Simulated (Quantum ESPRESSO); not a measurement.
# CrPbO3: parallel and opposed starts, part 2 of 3

Does CrPbO3 prefer parallel or opposed moments, or none?

Quantum ESPRESSO 7.5; LDA; plane waves with GBRV 1.5 LDA potentials, no spin-orbit coupling.

So far, absolute magnetization (μB): step 2 (run 1, typed as ferro +) 2.24.

## Step 3: Start 2: antiferro q=(0,0,1/2) +−

The cell is doubled to 10 atoms to hold this order. The wavevector q is in fractions of the reciprocal vectors of the crystal's primitive cell, as the cells of these inputs are built from it; moments change sign between cells as cos(2π q·R).

Input file pw.in:

```
&CONTROL
  calculation = 'scf'
  prefix = 'pwscf'
  outdir = './tmp'
  pseudo_dir = './pseudo'
  disk_io = 'nowf'
/
&SYSTEM
  ibrav = 0
  celldm(1) = 8
  nat = 10
  ntyp = 4
  ecutwfc = 40
  ecutrho = 280
  nbnd = 60
  occupations = 'smearing'
  smearing = 'fd'
  degauss = 0.00367493
  nspin = 2
  starting_magnetization(1) = 0.2143
  starting_magnetization(2) = -0.2143
  starting_magnetization(3) = 0
  starting_magnetization(4) = 0
/
&ELECTRONS
  conv_thr = 2d-08
  electron_maxstep = 150
  mixing_beta = 0.3
/
ATOMIC_SPECIES
Cr1    51.9961 cr_lda_v1.5.uspp.F.UPF
Cr2    51.9961 cr_lda_v1.5.uspp.F.UPF
Pb    207.2000 pb_lda_v1.uspp.F.UPF
O      15.9990 o_lda_v1.2.uspp.F.UPF
CELL_PARAMETERS alat
   0.9475086788874    0.0000000000000    0.0000000000000
   0.0000000000000    0.9475086788874    0.0000000000000
   0.0000000000000    0.0000000000000    1.8950173577747
ATOMIC_POSITIONS crystal
Cr1     0.0000000000    0.0000000000    0.0000000000
Cr2     0.0000000000    0.0000000000    0.5000000000
Pb      0.5000000000    0.5000000000    0.2500000000
Pb      0.5000000000    0.5000000000    0.7500000000
O       0.0000000000    0.0000000000    0.2500000000
O       0.0000000000    0.0000000000    0.7500000000
O       0.0000000000    0.5000000000    0.0000000000
O       0.0000000000    0.5000000000    0.5000000000
O       0.5000000000    0.0000000000    0.0000000000
O       0.5000000000    0.0000000000    0.5000000000
K_POINTS automatic
6 6 3 0 0 0
```

On the command line:

```sh
OMP_NUM_THREADS=1 mpirun -n 4 pw.x -nk 4 -in pw.in > pw.out
```

Output:

```text
[banner, memory and clock lines left out]
Program PWSCF v.7.5 starts

     Message from routine setup:
     using ibrav=0 with symmetry is DISCOURAGED, use correct ibrav instead

     bravais-lattice index     =            0
     lattice parameter (alat)  =       8.0000  a.u.
     unit-cell volume          =     871.0630 (a.u.)^3
     number of atoms/cell      =           10
     number of atomic types    =            4
     number of electrons       =        92.00
     number of Kohn-Sham states=           60
     kinetic-energy cutoff     =      40.0000  Ry
     charge density cutoff     =     280.0000  Ry
     scf convergence threshold =      2.0E-08
     mixing beta               =       0.3000
     number of iterations used =            8  plain     mixing
     Exchange-correlation= SLA  PZ   NOGX NOGC
                           (   1   1   0   0   0   0   0)

     celldm(1)=   8.000000  celldm(2)=   0.000000  celldm(3)=   0.000000
     celldm(4)=   0.000000  celldm(5)=   0.000000  celldm(6)=   0.000000

     crystal axes: (cart. coord. in units of alat)
               a(1) = (   0.947509   0.000000   0.000000 )
               a(2) = (   0.000000   0.947509   0.000000 )
               a(3) = (   0.000000   0.000000   1.895017 )

     reciprocal axes: (cart. coord. in units 2 pi/alat)
               b(1) = (  1.055399  0.000000  0.000000 )
               b(2) = (  0.000000  1.055399  0.000000 )
               b(3) = (  0.000000  0.000000  0.527700 )

     PseudoPot. # 1 for Cr read from file:
     cr_lda_v1.5.uspp.F.UPF
     Pseudo is Ultrasoft + core correction, Zval = 14.0

     PseudoPot. # 2 for Cr read from file:
     cr_lda_v1.5.uspp.F.UPF
     Pseudo is Ultrasoft + core correction, Zval = 14.0

     PseudoPot. # 3 for Pb read from file:
     pb_lda_v1.uspp.F.UPF
     Pseudo is Ultrasoft + core correction, Zval = 14.0

     PseudoPot. # 4 for O  read from file:
     o_lda_v1.2.uspp.F.UPF
     Pseudo is Ultrasoft + core correction, Zval =  6.0

     atomic species   valence    mass     pseudopotential
     Cr1              14.00    51.99610     Cr( 1.00)
     Cr2              14.00    51.99610     Cr( 1.00)
     Pb               14.00   207.20000     Pb( 1.00)
     O                 6.00    15.99900     O ( 1.00)

     Starting magnetic structure
     atomic species   magnetization
     Cr1             0.214
     Cr2            -0.214
     Pb              0.000
     O               0.000

     16 Sym. Ops., with inversion, found

   Cartesian axes

     site n.     atom                  positions (alat units)
         1        Cr1    tau(   1) = (   0.0000000   0.0000000   0.0000000  )
         2        Cr2    tau(   2) = (   0.0000000   0.0000000   0.9475087  )
         3        Pb     tau(   3) = (   0.4737543   0.4737543   0.4737543  )
         4        Pb     tau(   4) = (   0.4737543   0.4737543   1.4212630  )
         5        O      tau(   5) = (   0.0000000   0.0000000   0.4737543  )
         6        O      tau(   6) = (   0.0000000   0.0000000   1.4212630  )
         7        O      tau(   7) = (   0.0000000   0.4737543   0.0000000  )
         8        O      tau(   8) = (   0.0000000   0.4737543   0.9475087  )
         9        O      tau(   9) = (   0.4737543   0.0000000   0.0000000  )
        10        O      tau(  10) = (   0.4737543   0.0000000   0.9475087  )

     number of k points=    20  Fermi-Dirac smearing, width (Ry)=  0.0037
                       cart. coord. in units 2pi/alat
        k(    1) = (   0.0000000   0.0000000   0.0000000), wk =   0.0092593
        k(    2) = (   0.0000000   0.0000000   0.1758999), wk =   0.0185185
        k(    3) = (   0.0000000   0.1758999   0.0000000), wk =   0.0370370
        k(    4) = (   0.0000000   0.1758999   0.1758999), wk =   0.0740741
        k(    5) = (   0.0000000   0.3517998   0.0000000), wk =   0.0370370
        [... 15 further k-points ...]

     Dense  grid:    69001 G-vectors     FFT dimensions: (  45,  45,  81)

     Smooth grid:    29657 G-vectors     FFT dimensions: (  32,  32,  64)

     Check: negative core charge=   -0.000005
     Generating pointlists ...
     new r_m :   0.1954 (alat units)  1.5634 (a.u.) for type    1
     new r_m :   0.1954 (alat units)  1.5634 (a.u.) for type    2
     new r_m :   0.2764 (alat units)  2.2110 (a.u.) for type    3
     new r_m :   0.1954 (alat units)  1.5634 (a.u.) for type    4

     Initial potential from superposition of free atoms

     starting charge      89.9964, renormalised to      92.0000

     negative rho (up, down):  1.671E-02 1.652E-02
     Starting wfcs are   62 randomized atomic wfcs

     Self-consistent Calculation

     iteration #  1     ecut=    40.00 Ry     beta= 0.30
     Davidson diagonalization with overlap
     ethr =  1.00E-02,  avg # of iterations =  2.0

     negative rho (up, down):  1.604E-02 1.545E-02

     total energy              =    -872.14285162 Ry
     estimated scf accuracy    <       3.35901463 Ry

     total magnetization       =     0.00 Bohr mag/cell
     absolute magnetization    =     4.18 Bohr mag/cell

     iteration #  2     ecut=    40.00 Ry     beta= 0.30
     Davidson diagonalization with overlap
     ethr =  3.65E-03,  avg # of iterations =  2.0

     negative rho (up, down):  1.553E-02 1.524E-02

     total energy              =    -871.80188795 Ry
     estimated scf accuracy    <       8.62256280 Ry

     total magnetization       =    -0.00 Bohr mag/cell
     absolute magnetization    =     4.91 Bohr mag/cell

     [... further iterations left out ...]

     iteration # 16     ecut=    40.00 Ry     beta= 0.30
     Davidson diagonalization with overlap
     ethr =  4.98E-10,  avg # of iterations =  1.0

     negative rho (up, down):  1.610E-02 1.561E-02

     total energy              =    -872.91186618 Ry
     estimated scf accuracy    <       0.00000011 Ry

     total magnetization       =     0.00 Bohr mag/cell
     absolute magnetization    =     4.15 Bohr mag/cell

     iteration # 17     ecut=    40.00 Ry     beta= 0.30
     Davidson diagonalization with overlap
     ethr =  1.17E-10,  avg # of iterations =  1.6

     negative rho (up, down):  1.610E-02 1.561E-02

     Magnetic moment per site  (integrated on atomic sphere of radius R)
     atom   1 (R=0.195)  charge= 10.8324  magn=  1.6407
     atom   2 (R=0.195)  charge= 10.8311  magn= -1.6405
     atom   3 (R=0.276)  charge= 11.2807  magn= -0.0000
     atom   4 (R=0.276)  charge= 11.2807  magn= -0.0000
     atom   5 (R=0.195)  charge=  5.3726  magn=  0.0000
     atom   6 (R=0.195)  charge=  5.3726  magn=  0.0000
     atom   7 (R=0.195)  charge=  5.3695  magn= -0.0351
     atom   8 (R=0.195)  charge=  5.3689  magn=  0.0352
     atom   9 (R=0.195)  charge=  5.3695  magn= -0.0351
     atom  10 (R=0.195)  charge=  5.3689  magn=  0.0352

     End of self-consistent calculation

     [... lines left out ...]
     the Fermi energy is    10.0345 ev

!    total energy              =    -872.91186620 Ry
     estimated scf accuracy    <          4.4E-09 Ry
     smearing contrib. (-TS)   =      -0.00393641 Ry
     internal energy E=F+TS    =    -872.90792979 Ry

     The total energy is F=E-TS. E is the sum of the following terms:
     one-electron contribution =    -272.10585077 Ry
     hartree contribution      =     192.56390998 Ry
     xc contribution           =    -212.69240958 Ry
     ewald contribution        =    -580.67357942 Ry

     total magnetization       =     0.00 Bohr mag/cell
     absolute magnetization    =     4.15 Bohr mag/cell

     convergence has been achieved in  17 iterations
```

The job ended after 51 s (4 MPI ranks of Intel Xeon Platinum 8488C (Sapphire Rapids), shared host; peak memory 0.84 GiB).

Spin moment in the atom's sphere by atom:

| atom | spin moment in the atom's sphere (μB) |
| --- | --- |
| Cr1 | 1.64 |
| Cr2 | -1.64 |
| Pb3 | 0.00 |
| Pb4 | 0.00 |
| O5 | 0.00 |
| O6 | 0.00 |
| O7 | -0.04 |
| O8 | 0.04 |
| O9 | -0.04 |
| O10 | 0.04 |

This step gave:

```yaml
smearing_term_ts: 0.05356 eV
magnetization: 0 μB
absolute_magnetization: 4.151 μB
final_state: antiferromagnetic
```

Spin density in the ac plane at fractional y = 0.000, with atoms of Cr and O within 0.2 Å of it.

Values in e/Å³, 24 rows by 14 columns, each cell a mean:
```
 1.9  1.1  0.2  0.0  0.0 -0.1 -0.1 -0.1 -0.1  0.0  0.0  0.1  0.6  1.9
 0.3  0.4  0.2  0.0  0.0  0.0  0.0  0.0  0.0  0.0  0.0  0.1  0.3  0.4
 0.0  0.1  0.0  0.0  0.0  0.0  0.0  0.0  0.0  0.0  0.0  0.0  0.1  0.1
 0.0  0.0  0.0  0.0  0.0  0.0  0.0  0.0  0.0  0.0  0.0  0.0  0.0  0.0
 0.0  0.0  0.0  0.0  0.0  0.0  0.0  0.0  0.0  0.0  0.0  0.0  0.0  0.0
 0.0  0.0  0.0  0.0  0.0  0.0  0.0  0.0  0.0  0.0  0.0  0.0  0.0  0.0
 0.0  0.0  0.0  0.0  0.0  0.0  0.0  0.0  0.0  0.0  0.0  0.0  0.0  0.0
 0.0  0.0  0.0  0.0  0.0  0.0  0.0  0.0  0.0  0.0  0.0  0.0  0.0  0.0
 0.0  0.0  0.0  0.0  0.0  0.0  0.0  0.0  0.0  0.0  0.0  0.0  0.0  0.0
-0.1 -0.1 -0.1  0.0  0.0  0.0  0.0  0.0  0.0  0.0  0.0 -0.1 -0.1 -0.1
-0.6 -0.7 -0.2  0.0  0.0  0.0  0.0  0.0  0.0  0.0  0.0 -0.1 -0.5 -0.7
-2.2 -0.9 -0.1  0.0  0.0  0.1  0.1  0.1  0.1  0.0  0.0 -0.1 -0.5 -2.1
-1.8 -1.0 -0.2  0.0  0.0  0.1  0.1  0.1  0.1  0.0  0.0 -0.1 -0.6 -1.9
-0.3 -0.4 -0.2  0.0  0.0  0.0  0.0  0.0  0.0  0.0  0.0 -0.1 -0.3 -0.4
 0.0 -0.1  0.0  0.0  0.0  0.0  0.0  0.0  0.0  0.0  0.0  0.0 -0.1 -0.1
 0.0  0.0  0.0  0.0  0.0  0.0  0.0  0.0  0.0  0.0  0.0  0.0  0.0  0.0
 0.0  0.0  0.0  0.0  0.0  0.0  0.0  0.0  0.0  0.0  0.0  0.0  0.0  0.0
 0.0  0.0  0.0  0.0  0.0  0.0  0.0  0.0  0.0  0.0  0.0  0.0  0.0  0.0
 0.0  0.0  0.0  0.0  0.0  0.0  0.0  0.0  0.0  0.0  0.0  0.0  0.0  0.0
 0.0  0.0  0.0  0.0  0.0  0.0  0.0  0.0  0.0  0.0  0.0  0.0  0.0  0.0
 0.0  0.0  0.0  0.0  0.0  0.0  0.0  0.0  0.0  0.0  0.0  0.0  0.0  0.0
 0.1  0.1  0.1  0.0  0.0  0.0  0.0  0.0  0.0  0.0  0.0  0.1  0.1  0.1
 0.6  0.7  0.2  0.0  0.0  0.0  0.0  0.0  0.0  0.0  0.0  0.1  0.5  0.7
 2.2  0.9  0.1  0.0  0.0 -0.1 -0.1 -0.1 -0.1  0.0  0.0  0.1  0.5  2.0
```
Columns run along a (4.0 Å), rows up along c (8.0 Å). Atoms in or near the plane, at fractional coordinates: Cr at (0.00, 0.00), Cr at (0.00, 0.50), O at (0.00, 0.25), O at (0.00, 0.75), O at (0.50, 0.00), O at (0.50, 0.50).

Valence density in the ac plane at fractional y = 0.000, with atoms of Cr and O within 0.2 Å of it. It is the smooth field of the valence electrons, not physical close to the nuclei.

Ten even steps from '_' (0 e/Å³) to '@' (13 e/Å³), each cell a mean:
```
@@##..____::====::______==@@
--::________......______..--
____________________________
____________________________
::..____________________..::
++--____________________::==
==::____________________::==
....______________________..
____________________________
____________________________
**--______..::::..______::++
##%%..____::==++--..____++@@
@@##..____::====::______==@@
--..________......______..--
____________________________
____________________________
::..____________________..::
++--____________________::==
==::____________________::==
....______________________..
____________________________
____________________________
**--______..::::..______::++
##%%..____::==++--..____++@@
```
Columns run along a (4.0 Å), rows up along c (8.0 Å). Atoms in or near the plane, at fractional coordinates: Cr at (0.00, 0.00), Cr at (0.00, 0.50), O at (0.00, 0.25), O at (0.00, 0.75), O at (0.50, 0.00), O at (0.50, 0.50).

(Continued in part 3 of 3.)

[Logs and program files are shortened in this print: banners, set-up blocks, solver, clock and traceback lines can be left out without a mark of their own.]

[Logs are printed without paths, hosts, clocks, repeated set-up lines and the standing remarks that a program may print on its own settings, such as how far it seeks lower states.]

[Hosts, paths, dates, database ids (printed as entryN), source tags and the programs' standing remarks are cut or masked in the printed files.]

[Where a cell is said to come from a database of computed structures, the database is the Materials Project.]
